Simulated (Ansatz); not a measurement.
# Ca on Pd(111): change of the work function, part 4 of 6

How does Ca on the fcc site change the work function of Pd(111) as the layer fills?

Ansatz 0.2.0; plane-wave DFT, PBE, Ansatz PAW (the session's first sound run).

So far, work function, upper face (eV): step 2 (the clean slab) 5.27; step 3 (37 atoms, coverage 0.111 ML, cell 3x3) 2.67.

## 4. Adsorbate added, k-mesh 6×6×1, coverage 0.25 ML (continued)

Electrostatic potential energy in the ca plane at fractional y = 0.167, with atoms of Pd and Ca within 0.2 Å of it. With pseudopotentials it is smooth inside the atoms' cores, unlike the true potential.

Ten even steps from '0' (-44 eV) to '9' (8 eV), each cell a mean:
```
46899989999755799755789988889999999999999999
46899889999755799855799999999999999999999999
78998545899877899877899999999999999999999999
89985101589999999999999999999999999999999999
99983000389999999999999999999999999999999999
99984000489999999999999999999999999999999999
88997313799988999988899999999999999999999999
57899878999766899866799999999999999999999999
46899999999645799755689998899999999999999999
67899778999766899876799877789999999999999999
88997323699988999988998532478999999999999999
99984000489999999999997200158999999999999999
99983000389999999999997200058899999999999999
89985101589999999999997400268999999999999999
78998646899877899877898755688999999999999999
```
Columns run along c (16.0 Å, from fractional 0.33 to 0.90 of the cell; values clipped at the 3rd and 97th percentile), rows up along a (5.5 Å). Atoms in or near the plane, at fractional coordinates: Pd at (0.41, 0.17), Pd at (0.41, 0.67), Ca at (0.65, 0.17).

The relaxation took 6 steps and lowered the energy by 1.0 eV; the largest force on the free atoms ends at 0.0093 eV/Å.

By hand: a sheet of dipoles makes a step −p/(ε₀A) in the electron's potential. With e/ε₀ = 180.95 V·Å, p = 0.4495 e·Å and A = 26.21 Å², that is −180.95 × (0.4495) / 26.21 = -3.104 eV, and the two vacuum levels of the run differ by -3.104 eV.

The covered face has 2.13 eV, -3.14 eV against the clean one; the bare back face has moved by -0.02 eV, a measure of how thin the slab is.

## 5. Work function against coverage

This step: plane-wave DFT, PBE, Ansatz PAW; work function against coverage (Ansatz 0.2.0).

The runs are now put side by side.

Numbers from this step:

```
work function of the clean face     : 5.268 eV
largest change of the work function : -3.141 eV
```

Work function of the covered face against coverage:

```
coverage (adsorbates/nm²)  work function of the covered face (eV)
                     0.00                                    5.27
                     1.70                                    2.67
                     3.82                                    2.13
```

The dipole per adsorbate comes from the change of the cell's dipole. Coverage, by row:

```
coverage (1/nm²)  coverage (ML)  work function (eV)  change (eV)  dipole per adsorbate, positive end outwards (debye)  mean height of the added atoms over the highest substrate atom (Å)
           1.696         0.1111               2.671       -2.597                                                4.079                                                               2.088
           3.815           0.25               2.127       -3.141                                                2.173                                                                1.96
```

## 6. The 0.25 ML cell at another level of theory, functional PBEsol

This step: plane-wave DFT, PBEsol, Ansatz PAW (Ansatz 0.2.0).

The geometry is kept and the functional is PBEsol.

input.yaml reads:

```yaml
crystal:
  lattice:
    - [5.5012907577, 0.0, 0.0]
    - [2.7506453788, 4.7642575498, 0.0]
    - [0.0, 0.0, 27.7449199801]
  atoms:
    - { symbol: Pd, position: [0.0, 0.0, 0.3243837072] }
    - { symbol: Pd, position: [0.1666666667, 0.1666666667, 0.4053315906] }
    - { symbol: Pd, position: [0.3343821802, 0.3343821802, 0.4889945586] }
    - { symbol: Pd, position: [-0.002784434, -0.002784434, 0.5713218265] }
    - { symbol: Pd, position: [0.0, 0.5, 0.3243837072] }
    - { symbol: Pd, position: [0.1666666667, 0.6666666667, 0.4053315906] }
    - { symbol: Pd, position: [0.3343821802, 0.8312356395, 0.4889945586] }
    - { symbol: Pd, position: [-0.002784434, 0.5055688681, 0.5713218265] }
    - { symbol: Pd, position: [0.5, 0.0, 0.3243837072] }
    - { symbol: Pd, position: [0.6666666667, 0.1666666667, 0.4053315906] }
    - { symbol: Pd, position: [0.8312356395, 0.3343821802, 0.4889945586] }
    - { symbol: Pd, position: [0.5055688681, -0.002784434, 0.5713218265] }
    - { symbol: Pd, position: [0.5, 0.5, 0.3243837072] }
    - { symbol: Pd, position: [0.6666666667, 0.6666666667, 0.4053315906] }
    - { symbol: Pd, position: [0.8333333333, 0.8333333333, 0.4868819521] }
    - { symbol: Pd, position: [0.5, 0.5, 0.5786229137] }
    - { symbol: Ca, position: [0.1666666667, 0.1666666667, 0.6492653148] }
kpoints:
  mp_grid: { grid: [6, 6, 1] }
hamiltonian:
  xc: pbesol
scf:
  occupations: { method: fermi_dirac, width: 0.1 }
  convergence: { dr2_threshold: 1.0e-08 }
efield:
  axis: 3
  dipole_correction: true
  ramp_position: 0.97
  ramp_width: 0.06
output:
  write_potential: true
  write_density: true
  volumetric_format: npy
```

Started as:

```bash
ansatz run input.yaml --threads 4 --pin off --max-ram 12288MiB --backend cpu --events-out ev --progress --plain --runs-dir out
```

Numbers of over 12 decimals in the logs are rounded to 6 here.

Log:

```text
[...]
Crystal: 17 atoms, lattice volume = 727.182 Å³
Basis set: ecut = 420 eV, 14151 PW (Γ)
Bands: 179, of which v1, the nominal top of the filled ones, is band 149 counted from 1 (148 counted from 0)
Symmetry: 6 space group operations
[...]
k-points: 7 of 36 (time reversal used)
[...]
SCF iter   1: F=—  HF=-112297.308268 eV  |F-HF|=—  |Δ(HF+E_count)|=         —  Δρ=1.27e-2  dr2=7.57e0  ethr=1.77e-3  p=0.429 e·Å  D=1.07e-1 V/Å  ΔV_dip=-2.96 eV  dr2_dipole=9.70e-1  V_vac-E_F(+/−)=2.01/4.97 eV  ⟨swp⟩=8.1  Hψ=5817  notcnv=0  defer=44
[...]
SCF iter  13: F=-112297.063560 eV  HF=-112297.063560 eV  |F-HF|=6.72e-9  |Δ(HF+E_count)|=   4.31e-9  Δρ=8.00e-7  dr2=8.98e-9  ethr=3.36e-12  p=0.470 e·Å  D=1.17e-1 V/Å  ΔV_dip=-3.24 eV  dr2_dipole=2.01e-10  V_vac-E_F(+/−)=2.12/5.36 eV  ⟨swp⟩=14.9  Hψ=4399  notcnv=0
SCF 1 converged in 13 iterations: F = -112297.063560 eV  dr2 = 8.98e-9
[...]
WARN: The output density's exchange-correlation potential varies sharply where the density is thin. Do not read a vacuum level from v_tot or v_xc, or from such a field of the output density. On a cell that repeats whose density bears no net charge and no dipole along the vacuum's axis use v_es (v_loc + v_h of the components); under efield.dipole_correction with no amplitude use v_es + v_field, which holds any externa [...]
SCF converged after 13 iterations
Free energy (F): -112297.063560 eV
[...]
Internal energy: -112296.081791 eV  (E = F + TS)
E sigma→0 (E₀):  -112296.572676 eV
Entropy (-TS):   -0.981769 eV (-57.751 meV/atom)
Fermi energy:    4.357652 eV
Dipole field:    D = 0.116862 V/Å  (p = 0.469630 e·Å, saw-weighted, corrected)
Work function:   Φ+ = 2.1193 eV   Φ− = 5.3617 eV
[...]
--- Band table (eV; the first three rows and the last of 7) ---
  k-point 0: bands = [... 145 lower, 4.5369, 4.6040, 4.6040, 4.6114, 4.6992, 4.6992, 4.7039, 4.9584, ... 26 higher]
  k-point 1: bands = [... 145 lower, 4.3567, 4.3750, 4.4058, 4.4291, 4.5043, 4.5079, 4.5237, 4.9242, ... 26 higher]
  k-point 2: bands = [... 145 lower, 4.0195, 4.1159, 4.2485, 4.2764, 4.2764, 4.3103, 4.4855, 4.5080, ... 26 higher]
  k-point 6: bands = [... 145 lower, 4.0824, 4.1069, 4.1136, 4.1219, 4.1428, 4.1765, 4.1862, 4.1937, ... 26 higher]
```

It took 49 s on 4 threads of Arm Neoverse V1, shared host; peak memory 2.9 GiB; 3.2 min of CPU time.

The column dr2 measures how far the density is from self-consistency, as an energy; F and HF (Harris–Foulkes) agree once it is small.

This step gave:

```
energy at zero smearing        : -112296.5727 eV
work function, upper face      : 2.119 eV
work function, lower face      : 5.362 eV
dipole along the normal        : 0.4696 e·Å
step between the vacuum levels : -3.242 eV
```

The work function comes to 2.12 eV, -0.01 eV from the first level.

## 7. The 0.25 ML cell at another level of theory, functional LDA

This step: plane-wave DFT, LDA, Ansatz PAW (Ansatz 0.2.0).

The geometry is kept and the functional is LDA.

input.yaml, as its differences from that of step 6:

```diff
@@ -26,3 +26,3 @@
 hamiltonian:
-  xc: pbesol
+  xc: lda
 scf:
```

Log:

```text
[...]
Crystal: 17 atoms, lattice volume = 727.182 Å³
Basis set: ecut = 420 eV, 14151 PW (Γ)
Bands: 179, of which v1, the nominal top of the filled ones, is band 149 counted from 1 (148 counted from 0)
Symmetry: 6 space group operations
[...]
k-points: 7 of 36 (time reversal used)
[...]
SCF iter   1: F=—  HF=-111282.437645 eV  |F-HF|=—  |Δ(HF+E_count)|=         —  Δρ=1.37e-2  dr2=7.85e0  ethr=1.77e-3  p=0.429 e·Å  D=1.07e-1 V/Å  ΔV_dip=-2.96 eV  dr2_dipole=8.70e-1  V_vac-E_F(+/−)=2.18/5.15 eV  ⟨swp⟩=8.1  Hψ=5831  notcnv=0  defer=43
[...]
SCF iter  13: F=-111282.139331 eV  HF=-111282.139331 eV  |F-HF|=5.31e-9  |Δ(HF+E_count)|=   1.69e-8  Δρ=8.17e-7  dr2=9.63e-9  ethr=3.36e-12  p=0.492 e·Å  D=1.22e-1 V/Å  ΔV_dip=-3.40 eV  dr2_dipole=4.19e-10  V_vac-E_F(+/−)=2.25/5.65 eV  ⟨swp⟩=14.6  Hψ=4733  notcnv=0
SCF 1 converged in 13 iterations: F = -111282.139331 eV  dr2 = 9.63e-9
[...]
SCF converged after 13 iterations
Free energy (F): -111282.139331 eV
[...]
Internal energy: -111281.156019 eV  (E = F + TS)
E sigma→0 (E₀):  -111281.647675 eV
Entropy (-TS):   -0.983312 eV (-57.842 meV/atom)
Fermi energy:    4.155906 eV
Dipole field:    D = 0.122511 V/Å  (p = 0.492332 e·Å, saw-weighted, corrected)
Work function:   Φ+ = 2.2484 eV   Φ− = 5.6475 eV
[...]
--- Band table (eV; the first three rows and the last of 7) ---
  k-point 0: bands = [... 145 lower, 4.3360, 4.4029, 4.4029, 4.4099, 4.4979, 4.4979, 4.5025, 4.7652, ... 26 higher]
  k-point 1: bands = [... 145 lower, 4.1549, 4.1737, 4.2080, 4.2274, 4.3023, 4.3060, 4.3214, 4.7222, ... 26 higher]
  k-point 2: bands = [... 145 lower, 3.8129, 3.9082, 4.0494, 4.0747, 4.0760, 4.1105, 4.2831, 4.3058, ... 26 higher]
  k-point 6: bands = [... 145 lower, 3.8805, 3.9003, 3.9109, 3.9180, 3.9397, 3.9712, 3.9817, 3.9883, ... 26 higher]
```

Elapsed: 49 s, on 4 threads; peak memory 2.8 GiB.

Numbers from this step:

| Item | Value |
| --- | --- |
| energy at zero smearing | -111281.6477 eV |
| work function, upper face | 2.248 eV |
| work function, lower face | 5.647 eV |
| dipole along the normal | 0.4923 e·Å |
| step between the vacuum levels | -3.399 eV |

The work function comes to 2.25 eV, +0.12 eV from the first level.

## 8. The 0.25 ML cell at another level of theory, functional RPBE

This step: plane-wave DFT, RPBE, Ansatz PAW (Ansatz 0.2.0).

The geometry is kept and the functional is RPBE.

input.yaml, as its differences from that of step 7:

```diff
@@ -26,3 +26,3 @@
 hamiltonian:
-  xc: lda
+  xc: rpbe
 scf:
```

Log:

```text
[...]
Crystal: 17 atoms, lattice volume = 727.182 Å³
Basis set: ecut = 420 eV, 14151 PW (Γ)
Bands: 179, of which v1, the nominal top of the filled ones, is band 149 counted from 1 (148 counted from 0)
Symmetry: 6 space group operations
[...]
k-points: 7 of 36 (time reversal used)
[...]
k-point 0: bands = [... 145 lower, 4.7573, 4.8243, 4.8243, 4.8316, 4.9201, 4.9201, 4.9248, 5.1790, ... 26 higher]
  k-point 1: bands = [... 145 lower, 4.5813, 4.5976, 4.6332, 4.6511, 4.7289, 4.7310, 4.7474, 5.2371, ... 26 higher]
  k-point 2: bands = [... 145 lower, 4.2849, 4.3671, 4.4661, 4.4970, 4.4999, 4.5292, 4.7095, 4.7316, ... 26 higher]
  k-point 6: bands = [... 145 lower, 4.3079, 4.3410, 4.3505, 4.3606, 4.3759, 4.4203, 4.4267, 4.4388, ... 26 higher]
[key lines of the parts left out:]
SCF converged after 14 iterations
Free energy (F): -113508.739238 eV
Fermi energy:    4.583251 eV
Dipole field:    D = 0.108199 V/Å  (p = 0.434815 e·Å, saw-weighted, corrected)
Work function:   Φ+ = 2.0398 eV   Φ− = 5.0418 eV
```

Elapsed: 51 s, on 4 threads; peak memory 2.9 GiB; 3.3 min of CPU time.

The work function comes to 2.04 eV, -0.09 eV from the first level.

## 9. Side by side

Times are for 4 threads of Arm Neoverse V1, shared host. The series side by side:

```
no.  functional  work function, upper face (eV)  dipole along the normal (e·Å)  time  memory (GiB)
  1      pbesol                           2.119                         0.4696  49 s           2.9
  2         lda                           2.248                         0.4923  49 s           2.8
  3        rpbe                           2.040                         0.4348  51 s           2.9
```

(Part 4 of 6 ends here.)

[Logs are printed without paths, hosts, clocks, repeated set-up lines and the standing remarks that a program may print on its own settings, such as how far it seeks lower states.]

[Hosts, paths, dates, database ids (printed as entryN), source tags and the programs' standing remarks are cut or masked in the printed files.]

[Maps of the electrostatic potential energy from Ansatz leave out the sawtooth potential of an applied field or a dipole correction, so their vacuum need not be flat; planar profiles and work functions include it.]
